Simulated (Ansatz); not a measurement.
# N on Mo(100): change of the work function, part 3 of 4

How does N on the hollow site change the work function of Mo(100) as the layer fills?

Ansatz 0.2.0; plane-wave DFT, PBE, Ansatz PAW.

So far, work function, upper face (eV): step 2 (the clean slab) 3.83; step 3 (37 atoms, coverage 0.111 ML, cell 3x3) 3.80.

## 4. Adsorbate added, k-mesh 6×6×1, coverage 0.25 ML

System of this step: Mo16N (N/Mo(100)). The cell holds 17 atoms: 16 Mo and 1 N. Its edges and angles: a = 6.300 Å, b = 6.300 Å, c = 23.239 Å, α = 90.0°, β = 90.0°, γ = 90.0°. Vacuum lies along c.

Another coverage, to see how the dipoles act on each other as their distance changes.

Contents of input.yaml:

```yaml
crystal:
  lattice:
    - [6.3, 0.0, 0.0]
    - [0.0, 6.3, 0.0]
    - [0.0, 0.0, 23.2388020955]
  atoms:
    - { symbol: Mo, position: [0.25, 0.25, 0.3872833016] }
    - { symbol: Mo, position: [0.0, 0.0, 0.4550578793] }
    - { symbol: Mo, position: [0.25, 0.25, 0.5257143542] }
    - { symbol: Mo, position: [0.0, 0.0, 0.5851780234] }
    - { symbol: Mo, position: [0.25, 0.75, 0.3872833016] }
    - { symbol: Mo, position: [0.0, 0.5, 0.4550578793] }
    - { symbol: Mo, position: [0.25, 0.75, 0.5257143542] }
    - { symbol: Mo, position: [0.0, 0.5, 0.5851780234] }
    - { symbol: Mo, position: [0.75, 0.25, 0.3872833016] }
    - { symbol: Mo, position: [0.5, 0.0, 0.4550578793] }
    - { symbol: Mo, position: [0.75, 0.25, 0.5257143542] }
    - { symbol: Mo, position: [0.5, 0.0, 0.5851780234] }
    - { symbol: Mo, position: [0.75, 0.75, 0.3872833016] }
    - { symbol: Mo, position: [0.5, 0.5, 0.4550578793] }
    - { symbol: Mo, position: [0.75, 0.75, 0.5257143542] }
    - { symbol: Mo, position: [0.5, 0.5, 0.5851780234] }
    - { symbol: "N", position: [0.25, 0.25, 0.6127166984] }
kpoints:
  mp_grid: { grid: [6, 6, 1] }
hamiltonian:
  xc: pbe
scf:
  occupations: { method: fermi_dirac, width: 0.1 }
  convergence: { dr2_threshold: 1.0e-08 }
efield:
  axis: 3
  dipole_correction: true
  ramp_position: 0.97
  ramp_width: 0.06
relax:
  f_tol: 0.02
  max_steps: 60
  constraints: [{ sites: [0, 1, 4, 5, 8, 9, 12, 13] }]
output:
  dos: { projected: true, e_range: [-8, 4] }
  write_potential: true
  write_density: true
  volumetric_format: npy
  elf: true
```

Command:

```bash
$ ansatz run input.yaml --threads 4 --pin off --max-ram 16384MiB --backend cpu --events-out ev --progress --plain --runs-dir out
```

Output:

```text
[...]
Crystal: 17 atoms, lattice volume = 922.348 Å³
Basis set: ecut = 420 eV, 18057 PW (Γ), exchange–correlation on 90×90×320 points (8 copies of the dense FFT grid, shifted against one another)
Bands: 138, of which v1, the nominal top of the filled ones, is band 115 counted from 1 (114 counted from 0)
Symmetry: 8 space group operations
[...]
k-points: 10 of 36
[...]
SCF iter   1: F=—  HF=-79665.962115 eV  |F-HF|=—  |Δ(HF+E_count)|=         —  Δρ=7.71e-3  dr2=1.73e0  ethr=1.77e-3  p=-0.031 e·Å  D=-6.11e-3 V/Å  ΔV_dip=0.14 eV  dr2_dipole=1.58e-1  V_vac-E_F(+/−)=4.25/4.11 eV  ⟨swp⟩=8.8  Hψ=6696  notcnv=0
[...]
SCF iter  11: F=-79665.844201 eV  HF=-79665.844201 eV  |F-HF|=8.29e-9  |Δ(HF+E_count)|=   2.35e-8  Δρ=4.39e-7  dr2=2.82e-9  ethr=4.37e-12  p=-0.012 e·Å  D=-2.39e-3 V/Å  ΔV_dip=0.06 eV  dr2_dipole=1.03e-10  V_vac-E_F(+/−)=3.93/3.88 eV  ⟨swp⟩=11.8  Hψ=9916  notcnv=0
SCF 1 converged in 11 iterations: F = -79665.844201 eV  dr2 = 2.82e-9
[...]
relax step   1: F+E_penalty+E_count = -79665.84420095 eV  Δ(F+E_penalty+E_count) = +0.000e0 eV  max|allowed force component| = 2.699e0 eV/Å  Δτ_max = 0.0000 Å  (11 SCF iters, accepted)
[...]
SCF iter  11: F=-79666.235063 eV  HF=-79666.235063 eV  |F-HF|=1.75e-10  |Δ(HF+E_count)|=   1.82e-8  Δρ=3.89e-7  dr2=3.90e-9  ethr=4.37e-12  p=0.016 e·Å  D=3.12e-3 V/Å  ΔV_dip=-0.07 eV  dr2_dipole=8.92e-11  V_vac-E_F(+/−)=3.81/3.89 eV  ⟨swp⟩=11.1  Hψ=9407  notcnv=0
SCF 2 converged in 11 iterations: F = -79666.235063 eV  dr2 = 3.90e-9
relax step   2: F+E_penalty+E_count = -79666.23506253 eV  Δ(F+E_penalty+E_count) = -3.909e-1 eV  max|allowed force component| = 6.676e-1 eV/Å  Δτ_max = 0.1646 Å  (11 SCF iters, accepted)
SCF iter   1: F=—  HF=-79666.422882 eV  |F-HF|=—  |Δ(HF+E_count)|=         —  Δρ=6.99e-3  dr2=1.60e0  ethr=2.48e-3  p=0.016 e·Å  D=3.12e-3 V/Å  ΔV_dip=-0.07 eV  dr2_dipole=2.48e-1  V_vac-E_F(+/−)=3.82/3.89 eV  ⟨swp⟩=4.0  Hψ=2739  notcnv=0
[...]
SCF iter  10: F=-79666.342925 eV  HF=-79666.342925 eV  |F-HF|=1.94e-8  |Δ(HF+E_count)|=   5.12e-8  Δρ=7.39e-7  dr2=7.86e-9  ethr=4.37e-12  p=0.012 e·Å  D=2.38e-3 V/Å  ΔV_dip=-0.06 eV  dr2_dipole=3.89e-11  V_vac-E_F(+/−)=3.83/3.88 eV  ⟨swp⟩=10.4  Hψ=11172  notcnv=0
SCF 3 converged in 10 iterations: F = -79666.342925 eV  dr2 = 7.86e-9
relax step   3: F+E_penalty+E_count = -79666.34292509 eV  Δ(F+E_penalty+E_count) = -1.079e-1 eV  max|allowed force component| = 3.719e-1 eV/Å  Δτ_max = 0.0954 Å  (10 SCF iters, accepted)
[...]
relax step   4: F+E_penalty+E_count = -79666.35962387 eV  Δ(F+E_penalty+E_count) = -1.670e-2 eV  max|allowed force component| = 4.295e-1 eV/Å  Δτ_max = 0.0815 Å  (10 SCF iters, accepted)
[...]
relax step   5: F+E_penalty+E_count = -79666.36533670 eV  Δ(F+E_penalty+E_count) = -5.713e-3 eV  max|allowed force component| = 1.206e-1 eV/Å  Δτ_max = 0.0191 Å  (9 SCF iters, accepted)
[...]
relax step   6: F+E_penalty+E_count = -79666.36551927 eV  Δ(F+E_penalty+E_count) = -1.826e-4 eV  max|allowed force component| = 1.231e-1 eV/Å  Δτ_max = 0.0218 Å  (8 SCF iters, accepted)
SCF iter   1: F=—  HF=-79666.366650 eV  |F-HF|=—  |Δ(HF+E_count)|=         —  Δρ=3.61e-4  dr2=2.02e-3  ethr=9.37e-6  p=0.006 e·Å  D=1.10e-3 V/Å  ΔV_dip=-0.03 eV  dr2_dipole=3.89e-4  V_vac-E_F(+/−)=3.85/3.88 eV  ⟨swp⟩=2.0  Hψ=2159  notcnv=0
[...]
SCF iter   7: F=-79666.366295 eV  HF=-79666.366295 eV  |F-HF|=4.55e-9  |Δ(HF+E_count)|=   4.90e-8  Δρ=4.94e-7  dr2=3.83e-9  ethr=4.37e-12  p=0.006 e·Å  D=1.13e-3 V/Å  ΔV_dip=-0.03 eV  dr2_dipole=3.38e-10  V_vac-E_F(+/−)=3.85/3.88 eV  ⟨swp⟩=8.4  Hψ=10542  notcnv=0
SCF 7 converged in 7 iterations: F = -79666.366295 eV  dr2 = 3.83e-9
relax step   7: F+E_penalty+E_count = -79666.36629521 eV  Δ(F+E_penalty+E_count) = -7.759e-4 eV  max|allowed force component| = 7.503e-3 eV/Å  Δτ_max = 0.0114 Å  (7 SCF iters, accepted)
[...]
SCF converged after 7 iterations
Free energy (F): -79666.366295 eV
[...]
Internal energy: -79665.795402 eV  (E = F + TS)
E sigma→0 (E₀):  -79666.080849 eV
Entropy (-TS):   -0.570893 eV (-33.582 meV/atom)
Fermi energy:    3.029787 eV
Dipole field:    D = 0.001118 V/Å  (p = 0.005696 e·Å, saw-weighted, corrected)
Work function:   Φ+ = 3.8538 eV   Φ− = 3.8798 eV
[...]
--- Forces (eV/Å), atoms counted from 1 ---
  atom   1  Mo     0.00000000     0.00000000     1.47698838
  atom   2  Mo    -0.33214342    -0.33214342    -1.64642470
  atom   3  Mo    -0.00000000     0.00000000     0.00750316
  atom   4  Mo    -0.00128473    -0.00128473    -0.00183370
  atom   5  Mo     0.00000000     0.00000000     1.76180136
  atom   6  Mo    -0.33214342     0.33214342    -1.64642470
  atom   7  Mo     0.00000000     0.00000000     0.00052563
  atom   8  Mo    -0.00128473     0.00128473    -0.00183370
  atom   9  Mo    -0.00000000     0.00000000     1.76180136
  atom  10  Mo     0.33214342    -0.33214342    -1.64642470
  atom  11  Mo     0.00000000     0.00000000     0.00052563
  atom  12  Mo     0.00128473    -0.00128473    -0.00183370
  atom  13  Mo     0.00000000     0.00000000     1.58491333
  atom  14  Mo     0.33214342     0.33214342    -1.64642470
  atom  15  Mo     0.00000000     0.00000000    -0.00176012
  atom  16  Mo     0.00128473     0.00128473    -0.00183370
  atom  17  N      0.00000000     0.00000000     0.00075564
  max |Σ_I F_I| component: 2.08e-5 eV/Å
--- Band table (eV; the first three rows and the last of 10) ---
  k-point 0: bands = [... 111 lower, 2.9547, 3.0603, 3.0603, 3.1205, 3.4992, 3.5957, 3.5957, 3.7943, ... 19 higher]
  k-point 1: bands = [... 111 lower, 2.9121, 2.9529, 3.0718, 3.1911, 3.2087, 3.4488, 3.5096, 3.5877, ... 19 higher]
  k-point 2: bands = [... 111 lower, 2.7801, 2.8935, 2.9220, 3.0101, 3.1702, 3.3938, 3.4234, 3.5704, ... 19 higher]
  k-point 9: bands = [... 111 lower, 2.5015, 2.8393, 2.8457, 2.8457, 2.8585, 3.0537, 3.2792, 3.2792, ... 19 higher]
--- Relaxed structure (7 steps of the walk, 7 accepted, 0 SCFs on fresh bases) ---
  F+E_penalty+E_count = -79666.36629521 eV   max|allowed force component| = 7.503e-3 eV/Å
  atoms:
    - { symbol: Mo, position: [0.250000, 0.250000, 0.387283] }
    - { symbol: Mo, position: [0.0, 0.0, 0.455058] }
    - { symbol: Mo, position: [0.250000, 0.250000, 0.519014] }
    - { symbol: Mo, position: [0.012681, 0.012681, 0.587494] }
    - { symbol: Mo, position: [0.250000, 0.750000, 0.387283] }
    - { symbol: Mo, position: [0.0, 0.500000, 0.455058] }
    - { symbol: Mo, position: [0.250000, 0.750000, 0.526255] }
    - { symbol: Mo, position: [0.012681, 0.487319, 0.587494] }
    - { symbol: Mo, position: [0.750000, 0.250000, 0.387283] }
    - { symbol: Mo, position: [0.500000, 0.0, 0.455058] }
    - { symbol: Mo, position: [0.750000, 0.250000, 0.526255] }
    - { symbol: Mo, position: [0.487319, 0.012681, 0.587494] }
    - { symbol: Mo, position: [0.750000, 0.750000, 0.387283] }
    - { symbol: Mo, position: [0.500000, 0.500000, 0.455058] }
    - { symbol: Mo, position: [0.750000, 0.750000, 0.526267] }
    - { symbol: Mo, position: [0.487319, 0.487319, 0.587494] }
    - { symbol: N, position: [0.250000, 0.250000, 0.610854] }
```

Run time: 5.1 min. Hardware: 4 threads of Arm Neoverse V1, shared host; peak memory 3.2 GiB; 20 min of CPU time.

The steps of the relaxation:

```tsv
step	energy less that of the first step (eV)	largest force component (eV/Å)
1	0.0000	2.6990
2	-0.3909	0.6676
3	-0.4987	0.3719
4	-0.5154	0.4295
5	-0.5211	0.1206
6	-0.5213	0.1231
7	-0.5221	0.0075
```

The run keeps the 8 symmetry operations that the program found, so distortions that break them were not tested.

The atoms that moved most (Å):

```tsv
atom	dx	dy	dz	length
Mo3	0.000	0.000	-0.156	0.156
Mo8	0.080	-0.080	0.054	0.125
Mo16	-0.080	-0.080	0.054	0.125
Mo4	0.080	0.080	0.054	0.125
Mo12	-0.080	0.080	0.054	0.125
N17	0.000	0.000	-0.043	0.043
Mo15	0.000	0.000	0.013	0.013
Mo11	0.000	0.000	0.013	0.013
```

The relaxed structure:

```xyz
17
Lattice="6.3000 0.0000 0.0000 0.0000 6.3000 0.0000 0.0000 0.0000 23.2388" Properties=species:S:1:pos:R:3
Mo    1.5750    1.5750    9.0000
Mo    0.0000    0.0000   10.5750
Mo    1.5750    1.5750   12.0613
Mo    0.0799    0.0799   13.6527
Mo    1.5750    4.7250    9.0000
Mo    0.0000    3.1500   10.5750
Mo    1.5750    4.7250   12.2295
Mo    0.0799    3.0701   13.6527
Mo    4.7250    1.5750    9.0000
Mo    3.1500    0.0000   10.5750
Mo    4.7250    1.5750   12.2295
Mo    3.0701    0.0799   13.6527
Mo    4.7250    4.7250    9.0000
Mo    3.1500    3.1500   10.5750
Mo    4.7250    4.7250   12.2298
Mo    3.0701    3.0701   13.6527
N     1.5750    1.5750   14.1955
```

Numbers from this step:

| Quantity | Value |
| --- | --- |
| energy at zero smearing | -79666.0808 eV |
| work function, upper face | 3.854 eV |
| work function, lower face | 3.880 eV |
| dipole along the normal | 0.005696 e·Å |
| step between the vacuum levels | -0.02597 eV |

The density of states has structure finer than the step of the table below, so its rows give means over 0.25 eV. Peaks (eV: height): -2.950: 43.6, -2.710: 41.4, -2.620: 46.9, -2.530: 47.0, -0.540: 52.4, 1.470: 45.7, 1.590: 46.7.

Density of states against energy, zero at the Fermi level; means over each step:

```tsv
energy (eV)	density of states (states/eV a cell)
-6.25	0
-6.00	1.17
-5.75	5.14
-5.50	12.5
-5.25	3.49
-5.00	7.56
-4.75	6.40
-4.50	7.47
-4.25	13.3
-4.00	16.7
-3.75	14.7
-3.50	13.0
-3.25	21.9
-3.00	31.5
-2.75	27.9
-2.50	26.8
-2.25	18.8
-2.00	16.6
-1.75	21.2
-1.50	16.7
-1.25	18.3
-1.00	15.3
-0.75	22.9
-0.50	28.1
-0.25	29.6
0.00	15.8
0.25	11.5
0.50	16.4
0.75	13.5
1.00	20.0
1.25	27.5
```

Projected DOS per atom over height of the atomic layer and energy from the Fermi level. Layers: Mo4 Mo4 Mo4 Mo4 N from below.

Ten even steps from '0' (0.00 states/eV) to '9' (3.76 states/eV), each cell a mean:
```
64450
22230
42120
31020
82150
41140
32230
42320
23220
34441
25631
23210
13310
02310
01102
00004
00119
00000
00000
00000
00000
00000
```
Columns: height of the atomic layer (Å) from 9 to 14.2 (not evenly spaced); rows upwards: energy from the Fermi level (eV) from -7.96 to 1.54.

Electrostatic potential energy in the ca plane at fractional y = 0.250, with atoms of Mo and N within 0.2 Å of it. With pseudopotentials it is smooth inside the atoms' cores, unlike the true potential.

Ten even steps from '0' (-66 eV) to '9' (7 eV), each cell a mean:
```
99999999999999999999999999999999999999999999
99999998667999997668999999999999999999999999
99999984214799974114899999999999999999999999
99999972001699961001699999999999999999999999
99999972001699961001699999999999999999999999
99999985214799974114899999999999999999999999
99999998667999997668999999999999999999999999
99999999999999999999999999999999999999999999
99999999999999999999999999999999999999999999
99999998888999998889999999999999999999999999
99999986446899975357898799999999999999999999
99999973002699851015874259999999999999999999
99999861001599830003761038999999999999999999
99999973002699851015874259999999999999999999
99999986446899975457898899999999999999999999
99999998888999998889999999999999999999999999
99999999999999999999999999999999999999999999
```
Columns run along c (16.0 Å, from fractional 0.25 to 0.94 of the cell; values clipped at the 3rd and 97th percentile), rows up along a (6.3 Å). Atoms in or near the plane, at fractional coordinates: Mo at (0.39, 0.25), Mo at (0.52, 0.25), Mo at (0.39, 0.75), Mo at (0.53, 0.75), N at (0.61, 0.25).

Valence density in the ca plane at fractional y = 0.250, with atoms of Mo and N within 0.2 Å of it. It is the smooth field of the valence electrons, not physical close to the nuclei.

Ten steps, logarithmic in the rise over the least value, from '0' (0.0 e/Å³) to '9' (6.5 e/Å³), each cell a mean:
```
00000112333333333333333211000000000000000000
00000124555433334554433211000000000000000000
00000147887533357887432210000000000000000000
00000258999633368998532110000000000000000000
00000258999633368998532110000000000000000000
00000147887533357887432210000000000000000000
00000124555433334554433211000000000000000000
00000112333333333333333211000000000000000000
00000112333333333333333321000000000000000000
00000123444333334443334332100000000000000000
00000135776433357775445653100000000000000000
00000148998533479997567874200000000000000000
00000258999643479997568875200000000000000000
00000148998533479996567874200000000000000000
00000135776433356775445653100000000000000000
00000123444333334443334332100000000000000000
00000112333333333333333321000000000000000000
```
Columns run along c (16.0 Å, from fractional 0.25 to 0.94 of the cell), rows up along a (6.3 Å). Atoms in or near the plane, at fractional coordinates: Mo at (0.39, 0.25), Mo at (0.52, 0.25), Mo at (0.39, 0.75), Mo at (0.53, 0.75), N at (0.61, 0.25).

ELF in the ca plane at fractional y = 0.250, with atoms of Mo and N within 0.2 Å of it. It is the smooth field of the valence electrons, not physical close to the nuclei.

Ten even steps from '0' (0.00) to '9' (0.81), each cell a mean:
```
00012222223444543224554432100000000000000000
00011123443355433333455432210000000000000000
00000127887335336886335443210000000000000000
00000038768424238668324443210000000000000000
00000038768424238668324443210000000000000000
00000127886345336886345443210000000000000000
00011123433355433333455432210000000000000000
00012222233444553224554332100000000000000000
00112333334544554344433332100000000000000000
00011222223455532223334554210000000000000000
00001125665345335653358997420000000000000000
00000038878434258785388799631000000000000000
00000048658433267485385289731000000000000000
00000038888434258785388799631000000000000000
00001125664345335653358997420000000000000000
00011222223455532223334554210000000000000000
00112333344544554344433332100000000000000000
```
Columns run along c (16.0 Å, from fractional 0.25 to 0.94 of the cell), rows up along a (6.3 Å). Atoms in or near the plane, at fractional coordinates: Mo at (0.39, 0.25), Mo at (0.52, 0.25), Mo at (0.39, 0.75), Mo at (0.53, 0.75), N at (0.61, 0.25).

The relaxation took 7 steps and lowered the energy by 0.52 eV; the largest force on the free atoms ends at 0.0075 eV/Å.

By hand: a sheet of dipoles makes a step −p/(ε₀A) in the electron's potential. With e/ε₀ = 180.95 V·Å, p = 0.005696 e·Å and A = 39.69 Å², that is −180.95 × (0.005696) / 39.69 = -0.026 eV, and the two vacuum levels of the run differ by -0.026 eV.

The covered face has 3.85 eV, +0.02 eV against the clean one; the bare back face has moved by +0.02 eV, a measure of how thin the slab is.

## 5. Adsorbate added, k-mesh 6×6×1, coverage 0.5 ML

System of this step: Mo8N (N/Mo(100)). The cell holds 18 atoms: 16 Mo and 2 N. Cell: a = 6.300 Å, b = 6.300 Å, c = 23.239 Å, α = 90.0°, β = 90.0°, γ = 90.0°. Vacuum lies along c.

Another coverage, to see how the dipoles act on each other as their distance changes.

input.yaml: that of step 4 with these lines changed.

```diff
@@ -23,2 +23,3 @@
     - { symbol: "N", position: [0.25, 0.25, 0.6127166984] }
+    - { symbol: "N", position: [0.75, 0.75, 0.6127166984] }
 kpoints:
```

Output:

```text
[...]
Crystal: 18 atoms, lattice volume = 922.348 Å³
Basis set: ecut = 420 eV, 18057 PW (Γ), exchange–correlation on 90×90×320 points (8 copies of the dense FFT grid, shifted against one another)
Bands: 141, of which v1, the nominal top of the filled ones, is band 117 counted from 1 (116 counted from 0)
Symmetry: 16 space group operations
[...]
- { symbol: Mo, position: [0, 0.500000, 0.591389] }
[...]
- { symbol: Mo, position: [0.750000, 0.750000, 0.387283] }
    - { symbol: Mo, position: [0.500000, 0.500000, 0.455058] }
    - { symbol: Mo, position: [0.750000, 0.750000, 0.519552] }
    - { symbol: Mo, position: [0.500000, 0.500000, 0.591389] }
    - { symbol: N, position: [0.250000, 0.250000, 0.608783] }
    - { symbol: N, position: [0.750000, 0.750000, 0.608783] }
[key lines of the parts left out:]
SCF converged after 9 iterations
Free energy (F): -80053.069829 eV
Fermi energy:    3.240063 eV
Dipole field:    D = 0.013793 V/Å  (p = 0.070303 e·Å, saw-weighted, corrected)
Work function:   Φ+ = 3.6035 eV   Φ− = 3.9240 eV
```

Elapsed: 3.2 min, on 4 threads; peak memory 3.2 GiB.

Step by step:

```tsv
step	energy less that of the first step (eV)	largest force component (eV/Å)
1	0.0000	4.3131
2	-1.1641	1.0941
3	-1.3428	0.0758
4	-1.3444	0.0184
```

The run keeps the 16 symmetry operations that the program found, so distortions that break them were not tested.

The atoms that moved most (Å):

```tsv
atom	dx	dy	dz	length
Mo4	0.000	0.000	0.144	0.144
Mo8	0.000	0.000	0.144	0.144
Mo16	0.000	0.000	0.144	0.144
Mo12	0.000	0.000	0.144	0.144
Mo3	0.000	0.000	-0.143	0.143
Mo15	0.000	0.000	-0.143	0.143
N18	0.000	0.000	-0.091	0.091
N17	0.000	0.000	-0.091	0.091
```

The relaxed structure:

```xyz
18
Lattice="6.3000 0.0000 0.0000 0.0000 6.3000 0.0000 0.0000 0.0000 23.2388" Properties=species:S:1:pos:R:3
Mo    1.5750    1.5750    9.0000
Mo    0.0000    0.0000   10.5750
Mo    1.5750    1.5750   12.0738
Mo    0.0000    0.0000   13.7432
Mo    1.5750    4.7250    9.0000
Mo    0.0000    3.1500   10.5750
Mo    1.5750    4.7250   12.2449
Mo    0.0000    3.1500   13.7432
Mo    4.7250    1.5750    9.0000
Mo    3.1500    0.0000   10.5750
Mo    4.7250    1.5750   12.2449
Mo    3.1500    0.0000   13.7432
Mo    4.7250    4.7250    9.0000
Mo    3.1500    3.1500   10.5750
Mo    4.7250    4.7250   12.0738
Mo    3.1500    3.1500   13.7432
N     1.5750    1.5750   14.1474
N     4.7250    4.7250   14.1474
```

(Continued in part 4 of 4.)

[Long decimals in the printed logs are rounded to 6 places.]

[Logs are printed without paths, hosts, clocks, repeated set-up lines and the standing remarks that a program may print on its own settings, such as how far it seeks lower states.]

[Hosts, paths, dates, database ids (printed as entryN), source tags and the programs' standing remarks are cut or masked in the printed files.]

[Maps of the electrostatic potential energy from Ansatz leave out the sawtooth potential of an applied field or a dipole correction, so their vacuum need not be flat; planar profiles and work functions include it.]

[The density of states shown here was stored with 400 of the rows of the run's finer table, so its peaks can read low, often by over a quarter, or be missed, and its means over a window can be off by a tenth or more.]
